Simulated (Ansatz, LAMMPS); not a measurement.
# Aqueous N(CH3)4+ and TFSI-, 0.9 mol of salt per kg of water, from a frame at 300 K (215 atoms): geometry optimisation, part 2 of 2

How does aqueous N(CH3)4+ and TFSI-, 0.9 mol of salt per kg of water, from a frame at 300 K (215 atoms) relax, and what do bonds, charges and levels look like afterwards?

Ansatz 0.2.0; Kohn-Sham DFT, RPBE+D3(BJ), PAW (set soft_2), plane waves.

The cell: 6 C, 2 N, 134 H, 2 S, 65 O and 6 F. The network of contacts between molecules at the start is that of the classical potential that made the cell. The density was typed from a rule of thumb and may lie off the real one at this temperature. Sampling is at Γ alone, for a cell whose shortest periodic width is 13 Å.

So far. Step 4 (Relaxation): The relaxation changed the energy by -54.6 meV/atom, and atoms moved by 0.71 Å r.m.s., 2.1 Å at most.

## (6) Single point at the relaxed geometry

The electronic structure is read at the final geometry, in a run of its own.

input.yaml

```yaml
crystal:
  lattice:
    - [13.02916, 0.0, 0.0]
    - [0.0, 13.02916, 0.0]
    - [0.0, 0.0, 13.02916]
  atoms:
    - { symbol: C, position: [0.84619, 0.39448, 0.93951] }
    - { symbol: "N", position: [0.93852, 0.38838, 0.00857] }
    - { symbol: C, position: [0.93226, 0.29315, 0.0729] }
    - { symbol: C, position: [0.94094, 0.48058, 0.07737] }
    - { symbol: C, position: [0.03418, 0.38586, 0.94446] }
    - { symbol: H, position: [0.85165, 0.46601, 0.89607] }
    - { symbol: H, position: [0.77773, 0.39343, 0.98818] }
    - { symbol: H, position: [0.84767, 0.3277, 0.88888] }
    - { symbol: H, position: [0.93099, 0.22731, 0.02118] }
    - { symbol: H, position: [0.9994, 0.29098, 0.12329] }
    - { symbol: H, position: [0.86175, 0.29683, 0.11825] }
    - { symbol: H, position: [0.94772, 0.54876, 0.02939] }
    - { symbol: H, position: [0.00703, 0.47397, 0.12856] }
    - { symbol: H, position: [0.8697, 0.48242, 0.12143] }
    - { symbol: H, position: [0.0353, 0.45493, 0.89691] }
    - { symbol: H, position: [0.10031, 0.38493, 0.99621] }
    - { symbol: H, position: [0.03345, 0.31671, 0.89691] }
    - { symbol: "N", position: [0.83416, 0.90315, 0.00706] }
    - { symbol: S, position: [0.77034, 0.97194, 0.08512] }
    - { symbol: O, position: [0.68987, 0.91841, 0.1419] }
    - { symbol: O, position: [0.74328, 0.07404, 0.04492] }
    - { symbol: C, position: [0.87522, 0.9989, 0.17895] }
    - { symbol: F, position: [0.94822, 0.05653, 0.13358] }
    - { symbol: F, position: [0.91558, 0.91204, 0.21506] }
    - { symbol: F, position: [0.83307, 0.05304, 0.25646] }
    - { symbol: S, position: [0.7763, 0.8515, 0.91345] }
    - { symbol: O, position: [0.85129, 0.82438, 0.83498] }
    - { symbol: O, position: [0.68338, 0.9063, 0.88056] }
    - { symbol: C, position: [0.72675, 0.72418, 0.96157] }
    - { symbol: F, position: [0.70355, 0.66585, 0.87895] }
    - { symbol: F, position: [0.64151, 0.73807, 0.01789] }
    - { symbol: F, position: [0.79784, 0.6764, 0.01854] }
    [... 177 atom lines left out ...]
    - { symbol: O, position: [0.40924, 0.69627, 0.05142] }
    - { symbol: H, position: [0.4, 0.72102, 0.12297] }
    - { symbol: H, position: [0.43032, 0.75862, 0.01561] }
    - { symbol: O, position: [0.05518, 0.76394, 0.45567] }
    - { symbol: H, position: [0.08441, 0.81758, 0.50075] }
    - { symbol: H, position: [0.08692, 0.70062, 0.48294] }
kpoints:
  mp_grid: { grid: [1, 1, 1] }
hamiltonian:
  xc: rpbe
  dispersion: d3bj
scf:
  occupations: { method: fermi_dirac, width: 0.05 }
output:
  forces: true
  stress: true
  populations: true
  dos:
    method: { smearing: { sigma: 0.15 } }
    de: 0.1
    projected: { site_lists: { C: [C], F: [F], H: [H], "N": ["N"], O: [O] } }
  eigenvalues: true
  write_density: true
  write_potential: true
  volumetric_format: npy
```

The run is started by

```bash
> ansatz run input.yaml --threads 4 --pin off --max-ram 8192MiB --backend cpu --events-out ev --progress --plain --runs-dir out
```

The job ended after 46 s (4 threads of Arm Neoverse V2, shared host; peak memory 3.3 GiB).

The program notes that the exchange-correlation potential is rough where the density is thin.

Numbers from this run:

```yaml
free_energy: -48148.4471 eV
free_energy_per_atom: -223.9463 eV/atom
scf_cycles: 10
pressure: 0.007735 GPa
r_m_s_force_component: 0.00562 eV/Å
longest_force: 0.05 eV/Å
fermi_energy: 0.3948 eV
spacing_of_highest_filled_and_lowest_empty_level: 5.059 eV
spilling_of_the_projection: 0.01216
```

Löwdin charges by element and coordination (they lack the spilled electrons, 0.035 e an atom on average):

```csv
element,coordination,atoms,mean charge (e),spread,least,most
C,all,6,0.0038,0.487,-0.345,0.703
F,all,6,-0.201,0.0101,-0.211,-0.182
H,all,134,0.375,0.0492,0.210,0.409
N,all,2,-0.358,0.507,-0.866,0.149
N,2,1,-0.866,0,-0.866,-0.866
N,4,1,0.149,0,0.149,0.149
O,all,65,-0.695,0.0135,-0.735,-0.667
O,1,4,-0.719,0.0113,-0.735,-0.706
O,2,61,-0.693,0.012,-0.724,-0.667
S,all,2,2.15,0.0104,2.14,2.16
```

States in the cell by windows of 1 eV, zero at the Fermi level; the larger projections on atomic orbitals stand beside the total:

```csv
from (eV),to (eV),total,O p,H s,F p
-10,-9,48.8,31.3,13.4,0.2
-9,-8,84.7,55.8,22.8,0.7
-8,-7,16.4,2.4,0.8,10.9
-7,-6,53.8,29.8,5.8,9.7
-6,-5,64.4,44.6,6.7,0.5
-5,-4,43.0,36.4,1.1,0.7
-4,-3,102.7,98.9,0.5,0.3
-3,-2,24.3,23.9,0.1,0.0
-2,2,0.0,0.0,0.0,0.0
2,3,2.8,0.1,1.2,0.1
3,4,16.8,1.6,5.8,0.3
4,5,28.9,2.1,10.6,0.5
```

Between -26 and -10 eV lie 162 more states.

Not all projections were asked for or kept, so they needn't add up to the total.

The levels nearest the highest filled one (over half full), pooled over k-points and spins:

```csv
level less the highest filled one (eV),occupation
-0.349,2
-0.314,2
-0.135,2
-0.0971,2
-0.0735,2
0,2
5.06,0
5.59,0
5.79,0
6.03,0
6.15,0
6.17,0
```

Electrostatic potential energy in the ab plane at fractional z = 0.006, with atoms of N and H and F and O within 0.2 Å of it. With pseudopotentials it is smooth inside the atoms' cores, unlike the true potential.

Values in eV, 13 rows by 16 columns, each cell a mean:
```
  4 -22 -29  -8   4   4   2 -19 -15   3   3  -1  -9 -20  -2   4
  3  -3  -1   3   4   4   4 -12  -5   4   3   1  -7 -26  -4   5
-14 -13   4   4   5   4  -3  -5   3   2 -11  -4  -3   1   4   5
-25 -12   4   4   4   4 -11  -7   4  -3 -30 -22 -24 -11   5   4
  3   3   4  -1 -12  -9   0   2   3   4   2   0 -15 -12   4   4
  3   4   4 -16 -29  -1   4  -1 -14   1   4   4   4   4   1  -7
  1   3   4   3  -3  -1   2   0 -29  -6   4   4   3   2  -1  -4
 -5 -11  -2   3  -2 -23 -22  -3   4   4   4   3 -11  -4 -17 -31
 -2  -3   1   4   4  -5   1   4   4   5   5   4   1   0  -8 -16
  2   4   4   4   3   2   4   4   4   4   4   4   4   3  -4  -7
  4   4   5   4  -1   3   4   4  -4   0   3   4   4   4   0  -1
  4   5   4   4   3   4   5   3 -33 -27  -7  -5  -8   3   4   4
  4   4   3   3   4   4   4   0  -3   2   2  -2  -7   1   3   4
```
Columns run along a (13.0 Å; values clipped at the 3rd and 97th percentile), rows up along b (13.0 Å). Atoms in or near the plane, at fractional coordinates: N at (0.94, 0.39), H at (0.93, 0.23), H at (0.10, 0.38), N at (0.83, 0.90), F at (0.64, 0.74), F at (0.80, 0.68), O at (0.11, 0.94), O at (0.03, 0.74), H at (0.06, 0.81), H at (0.49, 0.98), O at (0.25, 0.57), H at (0.30, 0.62), O at (0.53, 0.11), H at (0.61, 0.10) and more.

Valence density in the ab plane at fractional z = 0.006, with atoms of N and H and F and O within 0.2 Å of it. It is the smooth field of the valence electrons, not physical close to the nuclei.

Ten steps, logarithmic in the rise over the least value, from '0' (-0.01 × 1e0 e/Å³) to '9' (8.70 × 1e0 e/Å³), each cell a mean:
```
01478864211110112466320000123445542100
02479865210000114687420000112467764200
01245532100000014687421000112467764200
12332210000000012343210011112345542100
45642100000000112211001344322222110012
78863100000001245421013799654433110024
78863100000012466531103798655677420114
34431100111222466421001244335799630102
01110012455542233211100011113577420001
10000024788742111133321000000122101121
10000013688631001246763100000000012343
21000002355321001358985200000000012343
21111000012443222246763100000111123443
43343210012566654222321000001343345676
54455310002478754100000000012454446787
33333210001356531000000000001222234665
21111000001122110000000000000001123443
10000000012221000000000000000000023543
10000000134321000001110000000000013542
00000001235431000024543210001100001111
00000000123321000137886421134321000000
00000000011110000247986532357642100000
00011100000000000124553311356642100000
01134321100000000133211001234432210000
```
Columns run along a (13.0 Å), rows up along b (13.0 Å). Atoms in or near the plane, at fractional coordinates: N at (0.94, 0.39), H at (0.93, 0.23), H at (0.10, 0.38), N at (0.83, 0.90), F at (0.64, 0.74), F at (0.80, 0.68), O at (0.11, 0.94), O at (0.03, 0.74), H at (0.06, 0.81), H at (0.49, 0.98), O at (0.25, 0.57), H at (0.30, 0.62), O at (0.53, 0.11), H at (0.61, 0.10) and more.

Mean Löwdin charges: C +0.00, F -0.20, H +0.37, N -0.36, O -0.69, S +2.15 e (they miss 1.2 % of the electrons, so they add up to more than the cell's charge).

A closer look about N18, one of the 2 N atoms: 16 atoms, nearest first, numbered in the order of the input, with positions taken from that point.

```csv
atom,x,y,z,distance (Å),bonds,Löwdin charge (e)
N18,0.00,0.00,0.00,0.00,2,-0.87
S26,-0.75,-0.67,-1.22,1.58,4,2.16
S19,-0.83,0.90,1.02,1.59,4,2.14
O27,0.22,-1.03,-2.24,2.48,1,-0.71
O28,-1.96,0.04,-1.65,2.56,1,-0.73
O21,-1.18,2.23,0.49,2.57,1,-0.72
O20,-1.88,0.20,1.76,2.58,1,-0.71
C22,0.53,1.25,2.24,2.62,4,0.70
C29,-1.40,-2.33,-0.59,2.78,4,0.68
F24,1.06,0.12,2.71,2.91,1,-0.18
H109,-0.24,2.77,-1.04,2.97,1,0.39
F23,1.49,2.00,1.65,2.99,1,-0.21
F32,-0.47,-2.95,0.15,3.00,1,-0.20
H82,1.76,0.46,-2.45,3.05,1,0.41
H83,2.65,0.99,-1.29,3.11,1,0.39
H38,2.92,-1.20,0.18,3.17,1,0.39
```

The column of bonds counts only the pairs H-O within 1.21 Å, H-C within 1.34 Å, O-S within 1.88 Å, C-F within 1.62 Å, C-N within 1.79 Å, C-S within 2.21 Å, N-S within 1.98 Å; other neighbours, such as metal atoms beside each other in a compound, aren't counted, and periodic images can show an atom twice.

## (7) With basis.ecutwfc = "44.1 Ry"

Changed here: basis.ecutwfc = "44.1 Ry".

input.yaml

```yaml
crystal:
  lattice:
    - [13.02916, 0.0, 0.0]
    - [0.0, 13.02916, 0.0]
    - [0.0, 0.0, 13.02916]
  atoms:
    [... the 215 atom lines of step 3 ...]
kpoints:
  mp_grid: { grid: [1, 1, 1], shift: [0.0, 0.0, 0.0] }
hamiltonian:
  xc: rpbe
  dispersion: d3bj
scf:
  occupations: { method: fermi_dirac, width: 0.05 }
output:
  forces: true
  stress: true
  populations: intrinsic
  dos:
    method: { smearing: { sigma: 0.15 } }
    de: 0.1
    projected: { site_lists: { C: [C], F: [F], H: [H], "N": ["N"], O: [O] } }
  eigenvalues: true
basis:
  ecutwfc: "44.1 Ry"
```

It took 73 s on 4 threads; peak memory 5.1 GiB; 4.8 min of CPU time.

Geometry and reference: those of the single point at the start.

Forces differ from those of the single point at the start by 7.2 meV/Å r.m.s., 1.2 % of their size; the energy by -4.2 meV/atom and the pressure by -0.052 GPa. It took 1.6 times the reference's time (shared host, so rough).

## (8) Results

| Quantity | Value |
| --- | --- |
| energy change in the relaxation | -54.63 meV/atom |
| r.m.s. displacement | 0.715 Å |
| largest displacement | 2.067 Å |
| free energy per atom | -223.9463 eV/atom |
| pressure | 0.007735 GPa |
| r.m.s. force component | 0.00562 eV/Å |
| gap (highest filled to lowest empty level) | 5.059 eV |
| wall time of the 4 DFT runs | 13 min |

In words: Relaxation lowers the energy by 54.6 meV/atom and moves atoms by 0.71 Å r.m.s.; the r.m.s. force component goes from 0.62 to 0.0056 eV/Å, the pressure goes from -1.8 to 0.0077 GPa, and the gap from 4.28 to 5.06 eV. By the final cutoffs no bond was broken or made. From the first step to the last the energy fell by 11.746 eV, and the largest move was 2.07 Å (F30). The C-F bonds go from 1.381 Å (spread 0.016) to 1.344 Å (spread 0.006). Counting bonds as in the table, all C atoms have 4, all F atoms have 1, all H atoms have 1 and 50 % of N atoms have 2 and as many 4 bonded neighbours. The 61 water molecules hold 3.74 hydrogen bonds each to other water on average, with a mean O–O distance of 2.80 Å. Between filled and empty levels lie 5.06 eV (at Γ alone); a semilocal functional tends to put such gaps too low. In a disordered cell it changes from sample to sample and from frame to frame.

What to keep in mind: The network of contacts between molecules at the start is that of the classical potential that made the cell; in DFT atoms moved by 0.71 Å r.m.s.

[Logs are printed without paths, hosts, clocks, repeated set-up lines and the standing remarks that a program may print on its own settings, such as how far it seeks lower states.]

[Hosts, paths, dates, database ids (printed as entryN), source tags and the programs' standing remarks are cut or masked in the printed files.]
